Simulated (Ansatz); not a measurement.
# Lattice dynamics of AlBiSe3 (model cell, started as cubic perovskite with Al in the octahedra), part 2 of 2

Aim: the vibrations of AlBiSe3 (model cell, started as cubic perovskite with Al in the octahedra), their spectra, and whether the structure is stable.

Ansatz 0.2.0; DFT PBEsol, scalar-relativistic, plane waves, PAW.

So far: The structure; Bringing the structure to rest. The relaxed cell has a = 4.852 Å (conventional setting).

The structure was built from a prototype and need not be the compound's stable phase.

## (3) Tight relaxation

Phonons need a cell at rest on their own settings, so the relaxation is repeated with tight tolerances on forces and stress, using the mesh and the filling of the phonon run that follows.

input.yaml

```yaml
crystal:
  lattice:
    - [4.8523694691, 0.0, 0.0]
    - [0.0, 4.8523694691, 0.0]
    - [0.0, 0.0, 4.8523694691]
  atoms:
    - { symbol: Bi, position: [0.0, 0.0, 0.0] }
    - { symbol: Al, position: [0.5, 0.5, 0.5] }
    - { symbol: Se, position: [0.5, 0.5, 0.0] }
    - { symbol: Se, position: [0.5, 0.0, 0.5] }
    - { symbol: Se, position: [0.0, 0.5, 0.5] }
kpoints:
  mp_grid: { grid: [6, 6, 6] }
hamiltonian:
  xc: pbesol
scf:
  occupations: { method: methfessel_paxton, width: 0.15 }
output:
  forces: true
  stress: true
  eigenvalues: true
  write_density: true
  write_potential: true
  elf: true
  volumetric_format: npy
relax:
  adjacent_minimum: "off"
  f_tol: 0.001
  max_steps: 60
  cell: { stress_tol: 0.01 }
```

Command:

```bash
> ansatz run input.yaml --threads 8 --pin off --max-ram 14336MiB --backend cpu --events-out ev --progress --plain --runs-dir out
```

Numbers of over 12 decimals in the logs are rounded to 6 here.

Log:

```text
[...]
Crystal: 5 atoms, lattice volume = 114.251 Å³
Basis set: ecut = 420 eV, 2205 PW (Γ), exchange–correlation on 72×72×72 points (8 copies of the dense FFT grid, shifted against one another)
Bands: 40, of which v1, the nominal top of the filled ones, is band 33 counted from 1 (32 counted from 0)
Symmetry: 48 space group operations
[...]
k-points: 20 of 216
[...]
--- Relaxed structure (2 steps of the walk, 2 accepted, 1 SCFs on fresh bases) ---
[...]
cell:  # Å, volume = 114.2958 Å³
    - [4.852998, 0, 0]
    - [0, 4.852998, 0]
    - [0.0, 0, 4.852998]
  atoms:
    - { symbol: Bi, position: [0, 0, 0] }
    - { symbol: Al, position: [0.5, 0.5, 0.5] }
    - { symbol: Se, position: [0.5, 0.5, 0] }
    - { symbol: Se, position: [0.5, 0, 0.5] }
    - { symbol: Se, position: [0, 0.5, 0.5] }
[key lines of the parts left out:]
SCF converged after 9 iterations
Free energy (F): -29039.917709 eV
Fermi energy:    9.644740 eV
P = ⅓ Tr σ = 0.0002 GPa (0.002 kbar)
```

Run time: 3.7 s. Hardware: 8 threads of Intel Xeon 6975P-C (Granite Rapids), shared host; peak memory 0.67 GiB; 15 s of CPU time.

Little changed from the start: no atom moved by 0.005 Å and no cell edge by 0.1 %.

Numbers from this step:

| Quantity | Value |
| --- | --- |
| pressure | 2.35e-4 GPa |
| volume per atom | 22.86 Å³ |

Valence density in the ac plane at fractional y = 0.500, with atoms of Al and Se within 0.2 Å of it. It is the smooth field of the valence electrons, not physical close to the nuclei.

Values in e/Å³, 14 rows by 14 columns, each cell a mean:
```
 0  0  0  0  1  2 12 18  6  1  0  0  0  0
 0  0  0  0  0  1  2  3  2  1  0  0  0  0
 0  0  0  0  0  0  1  1  1  0  0  0  0  0
 0  0  0  0  0  0  0  0  0  0  0  0  0  0
 1  1  0  0  0  0  0  0  0  0  0  0  1  1
10  4  1  0  0  0  0  0  0  0  0  1  2  6
31  9  1  1  0  0  0  0  0  0  0  1  3 18
20  7  1  1  0  0  0  0  0  0  0  1  2 12
 3  2  1  0  0  0  0  0  0  0  0  0  1  2
 1  0  0  0  0  0  0  0  0  0  0  0  0  1
 0  0  0  0  0  0  1  1  0  0  0  0  0  0
 0  0  0  0  0  1  1  1  1  0  0  0  0  0
 0  0  0  0  0  2  7  9  4  1  0  0  0  0
 0  0  0  0  1  3 20 31 10  1  0  0  0  0
```
Columns run along a (4.9 Å), rows up along c (4.9 Å). Atoms in or near the plane, at fractional coordinates: Al at (0.50, 0.50), Se at (0.50, 0.00), Se at (0.00, 0.50).

Electrostatic potential energy in the ac plane at fractional y = 0.500, with atoms of Al and Se within 0.2 Å of it. With pseudopotentials it is smooth inside the atoms' cores, unlike the true potential.

Ten even steps from '_' (-9 eV) to '@' (14 eV), each cell a mean:
```
@@@@@@%%==__--==::__##@@@@@@
@@@@@@@@##..______==%%@@@@@@
@@@@@@@@%%**--::==##@@@@@@@@
**##%%@@%%##++++**##%%@@%%##
__..++%%##==....::++####==__
--__..**++__..::__::**==__::
++::__++--__==++::..++::__==
==..__++==__::==....++--__--
____--##**::______==##**..__
--++##%%%%**==--++##%%%%##==
%%@@@@@@%%##++++**%%@@@@@@%%
@@@@@@@@##--____..++%%@@@@@@
@@@@@@@@++__..::__..##@@@@@@
@@@@@@%%--__==++--__**@@@@@@
```
Columns run along a (4.9 Å; values clipped at the 3rd and 97th percentile), rows up along c (4.9 Å). Atoms in or near the plane, at fractional coordinates: Al at (0.50, 0.50), Se at (0.50, 0.00), Se at (0.00, 0.50).

ELF in the ac plane at fractional y = 0.500, with atoms of Al and Se within 0.2 Å of it. It is the smooth field of the valence electrons, not physical close to the nuclei.

Ten even steps from '_' (0.03) to '@' (0.82), each cell a mean:
```
____::**@@%%++--##@@%%==____
..__..--##@@@@%%@@%%**::____
++--....++%%@@@@@@##--..::==
%%##++::::**@@@@%%==::--**%%
@@@@%%**----++++==--==##%%@@
++%%@@@@##::______==%%@@@@##
..**@@@@%%::______++@@@@%%--
--##@@@@%%::______++@@@@@@++
%%@@@@##++--::::::--**%%@@%%
@@%%**--::++%%%%##--::++##@@
##++::..--##@@@@@@**::..--**
::....::**@@@@@@@@%%++....::
____..++%%@@##**%%@@##--____
____::##@@%%--..++@@%%++..__
```
Columns run along a (4.9 Å), rows up along c (4.9 Å). Atoms in or near the plane, at fractional coordinates: Al at (0.50, 0.50), Se at (0.50, 0.00), Se at (0.00, 0.50).

The forces vanish by symmetry and the pressure is 0.000 GPa, within the tolerances set. The cell now holds 22.86 Å³/atom.

## (4) Phonons on a q mesh

Stability and thermal properties need the whole zone. Linear response on a 2×2×2 q mesh gives force constants as far as a supercell of that size would.

input.yaml

```yaml
crystal:
  lattice:
    - [4.8529979444, 0.0, 0.0]
    - [0.0, 4.8529979444, 0.0]
    - [0.0, 0.0, 4.8529979444]
  atoms:
    - { symbol: Bi, position: [0.0, 0.0, 0.0] }
    - { symbol: Al, position: [0.5, 0.5, 0.5] }
    - { symbol: Se, position: [0.5, 0.5, 0.0] }
    - { symbol: Se, position: [0.5, 0.0, 0.5] }
    - { symbol: Se, position: [0.0, 0.5, 0.5] }
kpoints:
  mp_grid: { grid: [6, 6, 6] }
hamiltonian:
  xc: pbesol
scf:
  occupations: { method: methfessel_paxton, width: 0.15 }
output:
  eigenvalues: true
phonons:
  method: dfpt
  qmesh: [2, 2, 2]
  temperatures: { t_max: 1000, t_step: 50 }
  qpath:
    path:
      - [[0.0, 0.0, 0.0], [0.0, 0.5, 0.0], [0.5, 0.5, 0.0], [0.0, 0.0, 0.0], [0.5, 0.5, 0.5], [0.0, 0.5, 0.0]]
      - [[0.5, 0.5, 0.5], [0.5, 0.5, 0.0]]
    npoints: 10
```

Log:

```text
[...]
Crystal: 5 atoms, lattice volume = 114.296 Å³
Basis set: ecut = 420 eV, 2205 PW (Γ), exchange–correlation on 72×72×72 points (8 copies of the dense FFT grid, shifted against one another)
Bands: 40, of which v1, the nominal top of the filled ones, is band 33 counted from 1 (32 counted from 0)
Symmetry: 48 space group operations
k-points: 20 of 216
[...]
SCF iter   1: F=—  HF=-29039.935165 eV  |F-HF|=—  |Δ(HF+E_count)|=         —  Δρ=5.01e-3  dr2=7.10e-2  ethr=1.77e-3  ⟨swp⟩=7.8  Hψ=3297  notcnv=0
[...]
SCF iter  11: F=-29039.917709 eV  HF=-29039.917709 eV  |F-HF|=1.46e-11  |Δ(HF+E_count)|=  3.64e-12  S|Δr|=    0.00e0  Δρ=2.37e-8  dr2=5.51e-13  ethr=1.00e-12  ⟨swp⟩=10.7  Hψ=3733  notcnv=0
SCF 1 converged in 11 iterations: F = -29039.917709 eV  dr2 = 5.51e-13
[...]
SCF iter   8: F=-29039.917709 eV  HF=-29039.917709 eV  |F-HF|=1.46e-11  |Δ(HF+E_count)|=  7.28e-12  S|Δr|=    0.00e0  Δρ=1.10e-7  dr2=9.35e-12  ethr=1.00e-12  ⟨swp⟩=2.0  Hψ=1716  notcnv=0
SCF 2 converged in 8 iterations: F = -29039.917709 eV  dr2 = 9.35e-12
[...]
phonons: the bands overlap, so this run is a metal and interpolates without the dipole-dipole term. If the crystal is really an insulator or semiconductor, its LO-TO splitting is missing
NSCF: frozen V_eff on 20 k-points
WARN: eigensolver did not converge in 5 slots of this pass, the one above among them; of largest residual over every band (k=9): 1 band(s) unlocked (lowest unlocked band 39, counted from 0; max residual 1.01e-5 eV among the unlocked bands, 1.01e-5 eV over every band); of lowest unlocked band (k=3): band 39
[...]
DFPT response loops at q = (0, 0, 0) (fractional): preconditioner auto → Kerker (q_TF=auto, 2.490 Å⁻¹) (partly filled bands, converged f_vac=0.000); β = 1.00, the filter's whole step (`scf.mixing.beta` (0.50) is not read by the response loops under this deck's `scf.mixing.preconditioner`; to damp them name `kerker` or `kerker_dos`, under which they read `scf.mixing.beta`, and type it under 1.00, their step now; both keys bind the ground state too); Broyden in place of MSR1
[...]
SCF converged after 11 iterations
[...]
Free energy (F): -29039.917709 eV
[...]
Internal energy: -29039.910506 eV  (E = F + TS)
E sigma→0 (E₀):  -29039.915908 eV
Entropy (-TS):   -0.007203 eV (-1.441 meV/atom)
Fermi energy:    9.644740 eV
[...]
--- Band table (eV; the first three rows and the last of 20) ---
  k-point 0: bands = [... 29 lower, 8.0163, 8.4421, 8.4421, 8.4421, 9.2051, 12.3301, 12.3301, 12.3301, ... 3 higher]
  k-point 1: bands = [... 29 lower, 7.7143, 8.2330, 8.4088, 8.4088, 10.2473, 11.4678, 11.9839, 11.9839, ... 3 higher]
  k-point 2: bands = [... 29 lower, 7.2000, 7.8771, 8.6378, 8.6378, 9.9542, 11.3348, 11.3348, 11.8713, ... 3 higher]
  k-point 19: bands = [... 29 lower, 8.3475, 10.1543, 10.1543, 10.1543, 12.2596, 12.2596, 12.2596, 13.3877, ... 3 higher]
--- Phonons (Γ-DFPT): 4 representative perturbations + reference (Σ response iterations 12) ---
  ASR residual: 1.147e-4 → 0.000e0 eV/Å²; symmetrization residual: 9.358e-6 eV/Å²
  ASR residual per site (eV/Å²): 9.41e-6 1.15e-4 5.77e-6 5.77e-6 5.77e-6
  Γ frequencies (cm⁻¹): -114.15 -114.15 -114.15 -110.21 -110.21 -110.21 0.00 0.00 0.00 49.33 49.33 49.33 339.85 339.85 339.85
--- Phonons (arbitrary-q DFPT): 4 irreducible q on the 2×2×2 mesh ---
  q = [0.0000, 0.0000, 0.0000] (star 1, of the zone-centre solve; hermiticity 1.42e-6, symmetrization 4.65e-12): -114.15 -114.15 -114.15 -110.21 -110.21 -110.21 -0.00 0.00 0.00 49.33 49.33 49.33 339.85 339.85 339.85
  q = [0.0000, 0.0000, -0.5000] (star 3, 9 solved perturbations in 504 linear systems a pass and spin channel, the states on 64 of 216 k-point pairs; hermiticity 1.75e-6, symmetrization 2.00e-12): -143.83 -101.97 -101.97 -101.53 -101.53 -31.39 -27.15 19.80 19.80 70.98 70.98 223.40 303.43 339.02 339.02
[...]
sum rule: each row above includes the acoustic sum rule's correction from the zone centre's row sums; it moved no ω² by more than (1.08 cm⁻¹)²
  mesh force constants: q→R imaginary residual 7.26e-18; ASR residual 1.147e-4 → 0.000e0 eV/Å²; symmetrization residual 2.132e-14 eV/Å²
  interpolated dispersion: 62 rows × 15 modes
  density of states and harmonic sums: on the 14×14×14 q-mesh, interpolated from the force constants of a 2×2×2 supercell (no non-analytic term)
  largest difference from the sums on the solved wave vectors: F 6.81e-2 eV, S 1.10e-4 and C_V 4.17e-5 eV/K
  zero-point energy: 0.096369 eV/cell   skipped modes (ω ≤ 0): 752, of them read as no rigid motion or as one in doubt: 749 (6.265e0 modes/cell left out, lowest -156.88 cm⁻¹)   left out of the sums: 4.18e-1 of the cell's modes: C_V's classical limit lies that fraction below 3 k_B per atom; for a crystal, a wire or a layer, F and S can be off by more, and a phonons.interpolated_qmesh denser along its periods is the remedy for the sampling
```

It took 1.7 min on 8 threads; peak memory 1.4 GiB.

The column dr2 measures how far the density is from self-consistency, as an energy; F and HF (Harris–Foulkes) agree once it is small.

This step gave:

- sum-rule residual before enforcement: 1.15e-4 eV/Å²
- lowest frequency on the path: -156.9 cm⁻¹
- point group: m-3m
- highest frequency on the path or at a solved wavevector: 341.0 cm⁻¹
- highest optical mode at the zone centre (no LO-TO term): 339.9 cm⁻¹
- lowest optical zone-centre mode: -114.2 cm⁻¹
- lowest mode on the q mesh (acoustic modes at Γ apart): -156.9 cm⁻¹

Frequencies (cm⁻¹) solved at each irreducible wavevector; negative means imaginary. Frequencies by wavevector, by row:

| q in reciprocal lattice units | star | mode 1 | mode 2 | mode 3 | mode 4 | mode 13 | mode 14 | mode 15 |
| --- | --- | --- | --- | --- | --- | --- | --- | --- |
| 0 0 0 | 1 | -114.2 | -114.2 | -114.2 | -110.2 | 339.9 | 339.9 | 339.9 |
| 0 0 -0.5 | 3 | -143.8 | -102 | -102 | -101.5 | 303.4 | 339 | 339 |
| 0 -0.5 -0.5 | 3 | -156.9 | -122.6 | -122.6 | -77.9 | 308.7 | 308.7 | 341 |
| -0.5 -0.5 -0.5 | 1 | -148 | -148 | -148 | -90.8 | 319.8 | 319.8 | 319.8 |

Interpolated from a 2×2×2 q mesh. Phonon branches along the path, in cm⁻¹:

| point | branch 1 | branch 2 | branch 3 | branch 4 | branch 12 | branch 13 | branch 14 | branch 15 |
| --- | --- | --- | --- | --- | --- | --- | --- | --- |
| Γ | -114 | -114 | -114 | -110 | 49 | 340 | 340 | 340 |
| halfway | -130 | -108 | -108 | -106 | 150 | 328 | 339 | 339 |
| X | -144 | -102 | -102 | -102 | 223 | 303 | 339 | 339 |
| halfway | -149 | -117 | -114 | -92 | 224 | 306 | 329 | 340 |
| M | -157 | -123 | -123 | -78 | 244 | 309 | 309 | 341 |
| halfway | -138 | -114 | -113 | -100 | 164 | 326 | 331 | 340 |
| Γ | -114 | -114 | -114 | -110 | 49 | 340 | 340 | 340 |
| halfway | -138 | -123 | -123 | -98 | 179 | 327 | 327 | 334 |
| R | -148 | -148 | -148 | -91 | 261 | 320 | 320 | 320 |
| halfway | -147 | -130 | -123 | -95 | 227 | 310 | 328 | 334 |
| X | -144 | -102 | -102 | -102 | 223 | 303 | 339 | 339 |
| jump to R | -148 | -148 | -148 | -91 | 261 | 320 | 320 | 320 |
| halfway | -152 | -134 | -134 | -92 | 246 | 314 | 314 | 333 |
| M | -157 | -123 | -123 | -78 | 244 | 309 | 309 | 341 |

Tetrahedra on a 14×14×14 mesh, mean over bins of 5 cm-1. Interpolated from a 2×2×2 q mesh. Table of phonon density of states by wavenumber; read off at these points:

wavenumber (cm⁻¹), phonon density of states (1/cm⁻¹/cell) and a bar:
```
     -158      0.003 #
     -148      0.072 ###########
     -142      0.055 #########
     -132      0.038 ######
     -118      0.086 #############
     -112      0.103 ################
     -102      0.080 ############
      -92      0.144 ######################
      -88      0.041 ######
      -78      0.012 ##
      -62      0.020 ###
      -48      0.020 ###
      -38      0.015 ##
      -22      0.002 
       -8      0.015 ##
        2      0.014 ##
       18      0.018 ###
       32      0.050 ########
       38      0.058 #########
       48      0.044 #######
       58      0.047 #######
       72      0.052 ########
       88      0.019 ###
       98      0.021 ###
      112      0.016 ###
      128      0.015 ##
      138      0.016 ###
      152      0.016 ##
      168      0.018 ###
      182      0.023 ####
      192      0.007 #
      208      0.011 ##
      222      0.025 ####
      232      0.012 ##
      248      0.003 
      262      0.000 
      272      0.000 
      288      0.000 
      302      0.002 
      318      0.072 ###########
      328      0.065 ##########
      338      0.195 ##############################
      342      0.018 ###
```

The partial phonon density of states has structure finer than the step of the table below, so its rows give means over 20 cm⁻¹, whole bins alone (the curve runs from -166 to 361 cm⁻¹). Peaks (cm⁻¹: height): Al 338.0: 0.0788; Bi -93.2: 0.0466, -56.7: 0.0199, 36.1: 0.0275; Se -146.3: 0.0602, -113.1: 0.0775, 69.3: 0.0393, 158.9: 0.0248, 178.8: 0.0223, 221.9: 0.0231, 338.0: 0.0450.

Phonopy on the run's constants, 11x11x11 mesh, Gaussian sigma 3.8 cm-1. Interpolated from a 2×2×2 q mesh. Table of partial phonon density of states by wavenumber; means over each step; values in 1/cm⁻¹/cell:

| wavenumber (cm⁻¹) | Al | Bi | Se |
| --- | --- | --- | --- |
| -140 | 1.9e-5 | 4.4e-4 | 0.0479 |
| -120 | 2.6e-4 | 0.0104 | 0.0648 |
| -100 | 2.8e-4 | 0.0304 | 0.0660 |
| -80 | 4.2e-5 | 0.0135 | 0.0171 |
| -60 | 3.3e-5 | 0.0160 | 0.00379 |
| -40 | 1.6e-5 | 0.0125 | 0.00264 |
| -20 | 2.3e-5 | 0.00620 | 0.00496 |
| 0 | 4.1e-5 | 0.00572 | 0.00413 |
| 20 | 8.4e-5 | 0.0144 | 0.0118 |
| 40 | 2.6e-4 | 0.0233 | 0.0250 |
| 60 | 0.00231 | 0.0132 | 0.0344 |
| 80 | 0.00738 | 0.00337 | 0.0222 |
| 100 | 0.00525 | 8.8e-5 | 0.00930 |
| 120 | 0.00665 | 1.7e-4 | 0.0141 |
| 140 | 0.00250 | 4.6e-5 | 0.00623 |
| 160 | 0.00495 | 8.0e-5 | 0.0167 |
| 180 | 0.00209 | 3.0e-5 | 0.0161 |
| 200 | 0.00209 | 1.5e-5 | 0.0103 |
| 220 | 0.00178 | 1.0e-5 | 0.0150 |
| 240 | 9.2e-4 | 3.4e-6 | 0.00810 |
| 260 | 6.6e-5 | 0 | 8.1e-4 |
| 280 | 4.5e-7 | 0 | 4.0e-7 |
| 300 | 0.0123 | 2.0e-5 | 5.4e-4 |
| 320 | 0.0541 | 6.0e-5 | 0.0111 |
| 340 | 0.0465 | 1.4e-5 | 0.0253 |

Symmetry leaves 4 wavevectors to solve. The lowest mode among them, the acoustic zeros apart, lies at q = (0, -0.5, -0.5) and is imaginary, 156.9i cm⁻¹, so the energy falls along it.

## (5) Outcome

```json
{
 "space group after relaxation (within 0.01 Å)": "Pm-3m",
 "volume per atom": "22.9 Å³",
 "electronic character": "no gap on this mesh",
 "highest optical mode at the zone centre (no LO-TO term)": "340 cm⁻¹",
 "lowest optical zone-centre mode": "-114 cm⁻¹",
 "lowest mode on the q mesh (acoustic modes at Γ apart)": "-157 cm⁻¹",
 "highest frequency on the path or at a solved wavevector": "341 cm⁻¹",
 "imaginary modes on the 2×2×2 q mesh": "yes"
}
```

**Reading.** Modes are clearly imaginary (beyond 10i cm⁻¹) at 4 of the 4 irreducible wavevectors, most at q = (0, -0.5, -0.5) (156.9i cm⁻¹), so this structure is not a minimum of the energy. The optical modes at Γ span -114 to 340 cm⁻¹ (negative means imaginary). With no gap, or one that is small against the smearing, the frequencies hang on the k mesh and the smearing, most of all near Kohn anomalies. Spin-orbit coupling is left out, which can matter for the heavy elements here. A phonon run warned that its eigensolver left some bands unconverged in a pass. The starting cell was built on a prototype and not taken from a measurement, so the phase need not exist. These are harmonic frequencies at zero temperature: anharmonic shifts, linewidths and thermal expansion are left out.

[Logs are printed without paths, hosts, clocks, repeated set-up lines and the standing remarks that a program may print on its own settings, such as how far it seeks lower states.]

[Hosts, paths, dates, database ids (printed as entryN), source tags and the programs' standing remarks are cut or masked in the printed files.]
